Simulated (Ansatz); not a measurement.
## Heat carried by phonons in BN (F-43m)

Aim: the lattice thermal conductivity of BN against temperature, and which phonons carry it. The starting cell is a computed one from a database.

Experimental results on record:
- thermal conductivity 760 W/m/K near room temperature (given in “Combining the AFLOW GIBBS and Elastic Libraries to efficiently and robustly screen thermo-mechanical properties of solids”, 2017, arXiv:1611.05714)

Method: DFT LDA, scalar-relativistic, plane waves, PAW; PAW set soft_1, in Ansatz 0.2.0.

Most raw output is cut from this account.

## Step 1: The structure

The structure is cubic, space group F-43m (No. 216). Conventional cell: a = 3.626 Å, b = 3.626 Å, c = 3.626 Å, α = 90.00°, β = 90.00°, γ = 90.00°. Nearest to B lie 4 N at 1.57 Å. Nearest to N lie 4 B at 1.57 Å. Farther neighbours and most contacts between anions are not listed.

## Step 2: A first coarse run

Before spending time, one coarse run tells the gap and the pressure of the starting cell.

Contents of input.yaml:

```yaml
crystal:
  lattice:
    - [0.0, 1.813001, 1.813001]
    - [1.813001, 0.0, 1.813001]
    - [1.813001, 1.813001, 0.0]
  atoms:
    - { symbol: B, position: [0.0, 0.0, 0.0] }
    - { symbol: "N", position: [0.75, 0.75, 0.75] }
kpoints:
  mp_grid: { grid: [8, 8, 8] }
hamiltonian:
  xc: lda
  pseudopotentials: { kind: paw, azcp: { folder: soft_1 }, xc_functional: pbe }
scf:
  occupations: { method: gaussian, width: 0.1 }
  lower_state_search: "off"
output:
  forces: true
  stress: true
  eigenvalues: true
```

Command:

```sh
> ansatz run input.yaml --threads 18 --pin off --max-ram 92160MiB --backend cuda --events-out ev --progress --plain --runs-dir out --max-vram 78GiB
```

Elapsed: 1 s, on 1 × NVIDIA GB200 with 18 threads of Arm Neoverse V2, shared host; peak memory 0.98 GiB; 1.5 s of CPU time.

A gap read on the k-mesh alone can miss the band edges.

This step gave:

```
pressure          : -14.39 GPa
gap on the k-mesh : 4.345 eV
volume per atom   : 5.959 Å³/atom
```

The start is under -14 GPa at this level and looks like an insulator or semiconductor on this mesh.

## Step 3: A loose first relaxation

The start is far from rest, so a relaxation with loose thresholds first brings it near the minimum.

Edit input.yaml of step 2 so:

```diff
@@ -9,3 +9,3 @@
 kpoints:
-  mp_grid: { grid: [8, 8, 8] }
+  mp_grid: { grid: [10, 10, 10] }
 hamiltonian:
@@ -20 +20,6 @@
   eigenvalues: true
+relax:
+  adjacent_minimum: "off"
+  f_tol: 0.05
+  max_steps: 80
+  cell: { stress_tol: 0.5 }
```

The job ended after 3.7 s (1 × NVIDIA GB200 with 18 threads; peak memory 0.95 GiB; 7.6 s of CPU time).

Step by step:

| step | energy less that of the first step (eV) | largest force component (eV/Å) | pressure (GPa) | volume (Å³) |
| --- | --- | --- | --- | --- |
| 1 | 0.0000 | 0.0000 | -14.38 | 11.92 |
| 2 | -0.0182 | 0.0000 | -6.15 | 11.66 |
| 3 | -0.0226 | 0.0000 | 0.30 | 11.47 |
| 4* | -0.0208 | 0.0000 | -0.03 | 11.47 |

Relaxation steps marked * repeat the geometry before them on a plane-wave basis chosen anew for their cell, so energy and pressure can jump there.

The run keeps the 24 symmetry operations that it works with, so distortions that break them were not tested.

| conventional cell, symmetrised | before | after | change |
| --- | --- | --- | --- |
| a (Å) | 3.626 | 3.580 | -1.3 % |
| b (Å) | 3.626 | 3.580 | -1.3 % |
| c (Å) | 3.626 | 3.580 | -1.3 % |
| volume (Å³/atom) | 5.96 | 5.73 | -3.8 % |

Final coordinates:

```xyz
2
Lattice="0.0000 1.7899 1.7899 1.7899 0.0000 1.7899 1.7899 1.7899 0.0000" Properties=species:S:1:pos:R:3 pbc="T T T"
B     0.0000    0.0000    0.0000
N     2.6849    2.6849    2.6849
```

Numbers from this step:

| Item | Value |
| --- | --- |
| pressure | -0.02545 GPa |
| gap on the k-mesh | 4.389 eV |
| volume per atom | 5.735 Å³/atom |

The relaxation ends with a pressure of -0.03 GPa.

## Step 4: Relaxation

The vibrations must be taken about the equilibrium of this functional, not about the starting cell, so the structure is relaxed.

input.yaml, the sections that differ from step 3:

```yaml
crystal:
  lattice:
    - [0.0, 1.78994121, 1.78994121]
    - [1.78994121, 0.0, 1.78994121]
    - [1.78994121, 1.78994121, 0.0]
  atoms:
    - { symbol: B, position: [0.0, 0.0, 0.0] }
    - { symbol: "N", position: [0.75, 0.75, 0.75] }
kpoints:
  mp_grid: { grid: [12, 12, 12] }
scf:
  occupations: { method: gaussian, width: 0.02 }
  lower_state_search: "off"
relax:
  adjacent_minimum: "off"
  f_tol: 0.005
  max_steps: 80
  cell: { stress_tol: 0.05 }
# hamiltonian, output: as in step 3
```

Wall time 2.5 s (1 × NVIDIA GB200 with 18 threads); peak memory 0.97 GiB.

Little changed from the start: no atom moved by 0.005 Å and no cell edge by 0.1 %.

Numbers from this step:

* pressure: -0.01863 GPa

## Step 5: Relaxing to small residual forces and stress

The relaxation is repeated with tighter thresholds on force and stress, since phonons are sensitive to what is left; a change of mesh or smearing in the input moves the cell too.

input.yaml, the sections that differ from step 4:

```yaml
scf:
  occupations: { method: fixed }
  lower_state_search: "off"
relax:
  adjacent_minimum: "off"
  f_tol: 0.001
  max_steps: 60
  cell: { stress_tol: 0.01 }
# crystal, kpoints, hamiltonian, output: as in step 4
```

It took 3.3 s on 1 × NVIDIA GB200 with 18 threads; peak memory 1 GiB.

Little changed from the start: no atom moved by 0.005 Å and no cell edge by 0.1 %.

This step gave:

```yaml
pressure: -0.008019 GPa
```

The residual pressure is -0.0080 GPa, small enough for phonons.

## Step 6: An input with a fault

This input was changed on purpose, to see how the program answers.

Contents of input.yaml:

```yaml
crystal:
  lattice:
    - [0.0, 1.7899255272, 1.7899255272]
    - [1.7899255272, 0.0, 1.7899255272]
    - [1.7899255272, 1.7899255272, 0.0]
  atoms:
    - { symbol: B, position: [0.0, 0.0, 0.0] }
    - { symbol: "N", position: [0.75, 0.75, 0.75] }
kpoints:
  mp_grid: { grid: [12, 12, 12] }
hamiltonian:
  xc: lda
  pseudopotentials: { kind: paw, azcp: { folder: soft_1 }, xc_functional: pbe }
scf:
  occupations: { method: fixed }
  lower_state_search: "off"
  max_iter: 80
output:
  eigenvalues: true
phonons:
  supercell: [3, 3, 3]
  dielectric: false
  third_order: { supercell: [3, 3, 3], pair_cutoff: 1.7 }
  lattice_thermal_conductivity:
    qmesh: [15, 16, 17]
    temperatures: [300]
    isotope_mass_variance:
      - { species: B, variance: 0.001354 }
      - { species: "N", variance: 1.838e-05 }
```

It took 0.07 s on 18 threads; peak memory 0.053 GiB.

The input was rejected at the start.

The program's message: “Error: invalid value for `phonons.lattice_thermal_conductivity.qmesh`: [15, 16, 17] is not mapped onto itself by every operation of the crystal's point group, which phonons.lattice_thermal_conductivit …”

The fault put into the input: a q mesh that breaks the point group.

## Step 7: Third-order constants on small settings

A small supercell and a short cutoff cost little, and show how far such settings carry.

input.yaml, the sections that differ from step 6:

```yaml
scf:
  occupations: { method: fixed }
  lower_state_search: "off"
phonons:
  method: fd
  dielectric: true
  supercell: [3, 3, 3]
  temperatures: { t_max: 1000, t_step: 50 }
  qpath:
    path:
      - [[0.0, 0.0, 0.0], [0.5, 0.0, 0.5], [0.5, 0.25, 0.75], [0.375, 0.375, 0.75], [0.0, 0.0, 0.0], [0.5, 0.5, 0.5], [0.625, 0.25, 0.625], [0.5, 0.25, 0.75], [0.5, 0.5, 0.5], [0.375, 0.375, 0.75]]
      - [[0.625, 0.25, 0.625], [0.5, 0.0, 0.5]]
    npoints: 10
  third_order: { supercell: [3, 3, 3], pair_cutoff: 3.118 }
  lattice_thermal_conductivity:
    qmesh: [17, 17, 17]
    temperatures: [100.0, 150.0, 200.0, 300.0, 400.0, 500.0, 600.0, 800.0]
    isotope_mass_variance:
      - { species: B, variance: 0.001354 }
      - { species: "N", variance: 1.838e-05 }
# crystal, kpoints, hamiltonian, output: as in step 6
```

Run time: 3.1 min. Hardware: 1 × NVIDIA GB200 with 18 threads; peak memory 1.7 GiB.

This step gave:

| Property | Result |
| --- | --- |
| Γ frequencies | 0, 0, 0, 1067, 1067, 1067 cm⁻¹ (negative: imaginary) |
| lowest frequency on the path | 0 cm⁻¹ |
| zero-point energy | 0.3210 eV/cell |
| point group | -43m |
| highest frequency | 1296 cm⁻¹ |
| Debye temperature from the second moment | 1665 K |
| κ at 300 K (relaxation time) | 905 W/m/K |
| κ at 300 K (full solution) | 995.6 W/m/K |
| dipole term | run |
| mean free path at half of κ | 361 nm |
| share of κ above the three lowest branches | 0.003 |
| third-order blocks | 842 |
| periodic aliases dropped | 168 |
| largest relative sum-rule correction | 0.3150 |
| displaced cells, third order | 148 |

W/m/K. Kappa, by row:

| T (K) | RTA xx | RTA yy | RTA zz | full xx | full yy | full zz | coherence part xx | coherence part yy | coherence part zz | ending | iterations | least Ritz value |
| --- | --- | --- | --- | --- | --- | --- | --- | --- | --- | --- | --- | --- |
| 100 | 5987 | 5987 | 5987 | 5971 | 5971 | 5971 | 0.003342 | 0.003342 | 0.003342 | converged | 5 | 0.868 |
| 150 | 3261 | 3261 | 3261 | 3366 | 3366 | 3366 | 0.01653 | 0.01653 | 0.01653 | converged | 5 | 0.803 |
| 200 | 1807 | 1807 | 1807 | 1911 | 1911 | 1911 | 0.03877 | 0.03877 | 0.03877 | converged | 5 | 0.768 |
| 300 | 905 | 905 | 905 | 995.6 | 995.6 | 995.6 | 0.1024 | 0.1024 | 0.1024 | converged | 6 | 0.736 |
| 400 | 651.6 | 651.6 | 651.6 | 735.2 | 735.2 | 735.2 | 0.1678 | 0.1678 | 0.1678 | converged | 6 | 0.715 |
| 500 | 531.2 | 531.2 | 531.2 | 608.9 | 608.9 | 608.9 | 0.2189 | 0.2189 | 0.2189 | converged | 7 | 0.698 |
| 600 | 456 | 456 | 456 | 528.4 | 528.4 | 528.4 | 0.2547 | 0.2547 | 0.2547 | converged | 7 | 0.684 |
| 800 | 361.5 | 361.5 | 361.5 | 424.8 | 424.8 | 424.8 | 0.2968 | 0.2968 | 0.2968 | converged | 7 | 0.659 |

This rung gives 905 W/(m K) at 300 K by relaxation time, but with 54 atoms, 3 neighbour distances inside the cutoff and a 17×17×17 mesh it is a test, not the conductivity of the crystal.

(Continued in part 2 of 2.)

[Logs are printed without paths, hosts, clocks, repeated set-up lines and the standing remarks that a program may print on its own settings, such as how far it seeks lower states.]

[Hosts, paths, dates, database ids (printed as entryN), source tags and the programs' standing remarks are cut or masked in the printed files.]

[A step with changed settings may run another functional than the one named; its input shows which.]
